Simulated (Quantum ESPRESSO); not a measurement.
## E(q) of MnS (Browneite) from supercells

Aim: the energy of flat spin spirals of MnS (Browneite) that close within a few cells.

Method: LDA; plane waves with GBRV 1.5 LDA potentials, no spin-orbit coupling, flat spiral in a supercell, in Quantum ESPRESSO 7.5.

Report form: the programs' logs are mostly left out.

## Step 1: Starting point

The structure is cubic, space group F-43m (No. 216). The conventional cell has a = 5.600 Å, b = 5.600 Å, c = 5.600 Å, α = 90.00°, β = 90.00°, γ = 90.00°. Mn has 4 S at 2.42 Å nearest. Nearest to S lie 4 Mn at 2.42 Å. Farther neighbours and most contacts between anions are not listed.

The cell comes from the Crystallography Open Database.

## Step 2: Parallel moments, one cell

File pw.in:

```
&CONTROL
  calculation = 'scf'
  prefix = 'pwscf'
  outdir = './tmp'
  pseudo_dir = './pseudo'
  disk_io = 'nowf'
/
&SYSTEM
  ibrav = 0
  nat = 2
  ntyp = 2
  ecutwfc = 34
  ecutrho = 238
  nbnd = 34
  occupations = 'smearing'
  smearing = 'fd'
  degauss = 0.00367493
  noncolin = .true.
  starting_magnetization(1) = 0.3
  angle1(1) = 90
  angle2(1) = 0
  starting_magnetization(2) = 0
/
&ELECTRONS
  conv_thr = 4d-09
  electron_maxstep = 150
  mixing_beta = 0.3
/
ATOMIC_SPECIES
Mn     54.9380 mn_lda_v1.5.uspp.F.UPF
S      32.0600 s_lda_v1.4.uspp.F.UPF
CELL_PARAMETERS angstrom
   0.0000000000    2.8000000000    2.8000000000
   2.8000000000    0.0000000000    2.8000000000
   2.8000000000    2.8000000000    0.0000000000
ATOMIC_POSITIONS crystal
Mn      0.0000000000    0.0000000000    0.0000000000
S       0.2500000000    0.2500000000    0.2500000000
K_POINTS automatic
4 4 12 0 0 0
```

Command:

```sh
$ OMP_NUM_THREADS=1 mpirun -n 2 pw.x -nk 2 -in pw.in > pw.out
```

It took 79 s on 2 MPI ranks of Intel Xeon Platinum 8375C at 2.90GHz (Ice Lake), shared host; peak memory 0.29 GiB.

Spin moment in the atom's sphere by atom:

| atom | x (μB) | y (μB) | z (μB) | size |
| --- | --- | --- | --- | --- |
| Mn1 | 4.02 | 0.00 | 0.00 | 4.02 |
| S2 | 0.12 | 0.00 | 0.00 | 0.12 |

Numbers from this step:

- smearing term TS: 0.01300 eV
- magnetization: 4.725, 0, 0 μB
- absolute magnetization: 4.725 μB
- final state: ferromagnetic

## Step 3: One turn in 2 cells along the input cell's c

Neighbouring cells are turned by 180° in the xy plane; the cell holds 4 atoms.

File pw.in:

```
&CONTROL
  calculation = 'scf'
  prefix = 'pwscf'
  outdir = './tmp'
  pseudo_dir = './pseudo'
  disk_io = 'nowf'
/
&SYSTEM
  ibrav = 0
  nat = 4
  ntyp = 4
  ecutwfc = 34
  ecutrho = 238
  nbnd = 60
  occupations = 'smearing'
  smearing = 'fd'
  degauss = 0.00367493
  noncolin = .true.
  starting_magnetization(1) = 0.3
  angle1(1) = 90
  angle2(1) = 0
  starting_magnetization(2) = 0.3
  angle1(2) = 90
  angle2(2) = 180
  starting_magnetization(3) = 0
  starting_magnetization(4) = 0
/
&ELECTRONS
  conv_thr = 8d-09
  electron_maxstep = 150
  mixing_beta = 0.3
/
ATOMIC_SPECIES
Mn1    54.9380 mn_lda_v1.5.uspp.F.UPF
Mn2    54.9380 mn_lda_v1.5.uspp.F.UPF
S1     32.0600 s_lda_v1.4.uspp.F.UPF
S2     32.0600 s_lda_v1.4.uspp.F.UPF
CELL_PARAMETERS angstrom
   0.0000000000    2.8000000000    2.8000000000
   2.8000000000    0.0000000000    2.8000000000
   5.6000000000    5.6000000000    0.0000000000
ATOMIC_POSITIONS crystal
Mn1     0.0000000000    0.0000000000    0.0000000000
Mn2     0.0000000000    0.0000000000    0.5000000000
S1      0.2500000000    0.2500000000    0.1250000000
S2      0.2500000000    0.2500000000    0.6250000000
K_POINTS automatic
4 4 6 0 0 0
```

It took 2.5 min on 2 MPI ranks; peak memory 0.53 GiB.

Spin moment in the atom's sphere by atom:

| atom | x (μB) | y (μB) | z (μB) | size |
| --- | --- | --- | --- | --- |
| Mn1 | 3.93 | 0.00 | 0.00 | 3.93 |
| Mn2 | -3.93 | 0.00 | 0.00 | 3.93 |
| S3 | 0.07 | 0.00 | 0.00 | 0.07 |
| S4 | -0.07 | 0.00 | 0.00 | 0.07 |

Read from the output:

| Item | Value |
| --- | --- |
| smearing term TS | 3.80e-4 eV |
| magnetization | 0, 0, 0 μB |
| absolute magnetization | 8.955 μB |
| final state | antiferromagnetic |

## Step 4: One turn in 3 cells along the input cell's c

Neighbouring cells are turned by 120° in the xy plane; the cell holds 6 atoms.

File pw.in:

```
&CONTROL
  calculation = 'scf'
  prefix = 'pwscf'
  outdir = './tmp'
  pseudo_dir = './pseudo'
  disk_io = 'nowf'
/
&SYSTEM
  ibrav = 0
  nat = 6
  ntyp = 6
  ecutwfc = 34
  ecutrho = 238
  nbnd = 84
  occupations = 'smearing'
  smearing = 'fd'
  degauss = 0.00367493
  noncolin = .true.
  starting_magnetization(1) = 0.3
  angle1(1) = 90
  angle2(1) = 0
  starting_magnetization(2) = 0.3
  angle1(2) = 90
  angle2(2) = 120
  starting_magnetization(3) = 0.3
  angle1(3) = 90
  angle2(3) = -120
  starting_magnetization(4) = 0
  starting_magnetization(5) = 0
  starting_magnetization(6) = 0
/
&ELECTRONS
  conv_thr = 1.2d-08
  electron_maxstep = 150
  mixing_beta = 0.3
/
ATOMIC_SPECIES
Mn1    54.9380 mn_lda_v1.5.uspp.F.UPF
Mn2    54.9380 mn_lda_v1.5.uspp.F.UPF
Mn3    54.9380 mn_lda_v1.5.uspp.F.UPF
S1     32.0600 s_lda_v1.4.uspp.F.UPF
S2     32.0600 s_lda_v1.4.uspp.F.UPF
S3     32.0600 s_lda_v1.4.uspp.F.UPF
CELL_PARAMETERS angstrom
   0.0000000000    2.8000000000    2.8000000000
   2.8000000000    0.0000000000    2.8000000000
   8.4000000000    8.4000000000    0.0000000000
ATOMIC_POSITIONS crystal
Mn1     0.0000000000    0.0000000000    0.0000000000
Mn2     0.0000000000    0.0000000000    0.3333333333
Mn3     0.0000000000    0.0000000000    0.6666666667
S1      0.2500000000    0.2500000000    0.0833333333
S2      0.2500000000    0.2500000000    0.4166666667
S3      0.2500000000    0.2500000000    0.7500000000
K_POINTS automatic
4 4 4 0 0 0
```

Wall time 9.2 min (2 MPI ranks); peak memory 0.94 GiB.

Spin moment in the atom's sphere by atom:

| atom | x (μB) | y (μB) | z (μB) | size |
| --- | --- | --- | --- | --- |
| Mn1 | 3.97 | 0.00 | 0.00 | 3.97 |
| Mn2 | -1.98 | 3.44 | 0.00 | 3.97 |
| Mn3 | -1.98 | -3.44 | 0.00 | 3.97 |
| S4 | 0.08 | 0.02 | 0.00 | 0.09 |
| S5 | -0.06 | 0.06 | 0.00 | 0.09 |
| S6 | -0.02 | -0.08 | 0.00 | 0.09 |

Numbers from this step:

| Quantity | Value |
| --- | --- |
| smearing term TS | 0.004900 eV |
| magnetization | 0, 0, 0 μB |
| absolute magnetization | 13.75 μB |
| final state | non-collinear |

## Step 5: One turn in 4 cells along the input cell's c

Neighbouring cells are turned by 90° in the xy plane; the cell holds 8 atoms.

File pw.in:

```
&CONTROL
  calculation = 'scf'
  prefix = 'pwscf'
  outdir = './tmp'
  pseudo_dir = './pseudo'
  disk_io = 'nowf'
/
&SYSTEM
  ibrav = 0
  nat = 8
  ntyp = 8
  ecutwfc = 34
  ecutrho = 238
  nbnd = 110
  occupations = 'smearing'
  smearing = 'fd'
  degauss = 0.00367493
  noncolin = .true.
  starting_magnetization(1) = 0.3
  angle1(1) = 90
  angle2(1) = 0
  starting_magnetization(2) = 0.3
  angle1(2) = 90
  angle2(2) = 90
  starting_magnetization(3) = 0.3
  angle1(3) = 90
  angle2(3) = 180
  starting_magnetization(4) = 0.3
  angle1(4) = 90
  angle2(4) = -90
  starting_magnetization(5) = 0
  starting_magnetization(6) = 0
  starting_magnetization(7) = 0
  starting_magnetization(8) = 0
/
&ELECTRONS
  conv_thr = 1.6d-08
  electron_maxstep = 150
  mixing_beta = 0.3
/
ATOMIC_SPECIES
Mn1    54.9380 mn_lda_v1.5.uspp.F.UPF
Mn2    54.9380 mn_lda_v1.5.uspp.F.UPF
Mn3    54.9380 mn_lda_v1.5.uspp.F.UPF
Mn4    54.9380 mn_lda_v1.5.uspp.F.UPF
S1     32.0600 s_lda_v1.4.uspp.F.UPF
S2     32.0600 s_lda_v1.4.uspp.F.UPF
S3     32.0600 s_lda_v1.4.uspp.F.UPF
S4     32.0600 s_lda_v1.4.uspp.F.UPF
CELL_PARAMETERS angstrom
   0.0000000000    2.8000000000    2.8000000000
   2.8000000000    0.0000000000    2.8000000000
  11.2000000000   11.2000000000    0.0000000000
ATOMIC_POSITIONS crystal
Mn1     0.0000000000    0.0000000000    0.0000000000
Mn2     0.0000000000    0.0000000000    0.2500000000
Mn3     0.0000000000    0.0000000000    0.5000000000
Mn4     0.0000000000    0.0000000000    0.7500000000
S1      0.2500000000    0.2500000000    0.0625000000
S2      0.2500000000    0.2500000000    0.3125000000
S3      0.2500000000    0.2500000000    0.5625000000
S4      0.2500000000    0.2500000000    0.8125000000
K_POINTS automatic
4 4 3 0 0 0
```

It took 16 min on 2 MPI ranks; peak memory 1.2 GiB; 31 min of CPU time.

This step gave:

| Property | Result |
| --- | --- |
| smearing term TS | 0.02251 eV |
| magnetization | 0, 0, 0 μB |
| absolute magnetization | 18.64 μB |
| final state | non-collinear |
| largest moment | 3.998 μB |

## Step 6: E(q)

Spirals:

| q along the reciprocal vector | energy less that at q = 0 (meV a seeded atom) | largest site moment (μB) | typed angles kept | CPU time (s) |
| --- | --- | --- | --- | --- |
| 0 | 0 | 4.018 | yes | 157.6 |
| 0.25 | -119.4 | 3.998 | yes | 1859 |
| 0.3333 | -180.7 | 3.968 | yes | 1107 |
| 0.5 | -240 | 3.93 | yes | 305.4 |

Energy less that at q = 0, self-consistent against path:

| path (Å⁻¹) | energy less that at q = 0, self-consistent (meV a seeded atom) |
| --- | --- |
| 0.000 | 0 |
| 0.486 | -119 |
| 0.648 | -181 |
| 0.972 | -240 |

## Step 7: Results

* lowest point: q = 0.5 along c*, -240 meV a seeded atom
* highest point: q = 0, 0 meV a seeded atom

What this shows: The state at q = 0.5 lies 240 meV a seeded atom under the parallel one, with neighbouring cells opposed. The moment changes by 2.2 % between the spirals. The cell of 4 repeats took 12 times the CPU time of the single cell, though its mesh is shorter in proportion. Here c and c* are vectors of the cell in the input, which need not be the conventional cell, and only this direction was probed. The mesh is coarse, so differences of some ten meV can be noise in a metal. No Hubbard term acts here. In such compounds local and semilocal functionals without one often delocalise the d electrons, and can shrink or lose moments and miss the size, sign and order of the couplings. The cutoff lies under the 40 Ry that these files are usually run at.

[Logs and program files are shortened in this print: banners, set-up blocks, solver, clock and traceback lines can be left out without a mark of their own.]

[Logs are printed without paths, hosts, clocks, repeated set-up lines and the standing remarks that a program may print on its own settings, such as how far it seeks lower states.]

[Hosts, paths, dates, database ids (printed as entryN), source tags and the programs' standing remarks are cut or masked in the printed files.]

[Where a cell is said to come from a database of computed structures, the database is the Materials Project.]
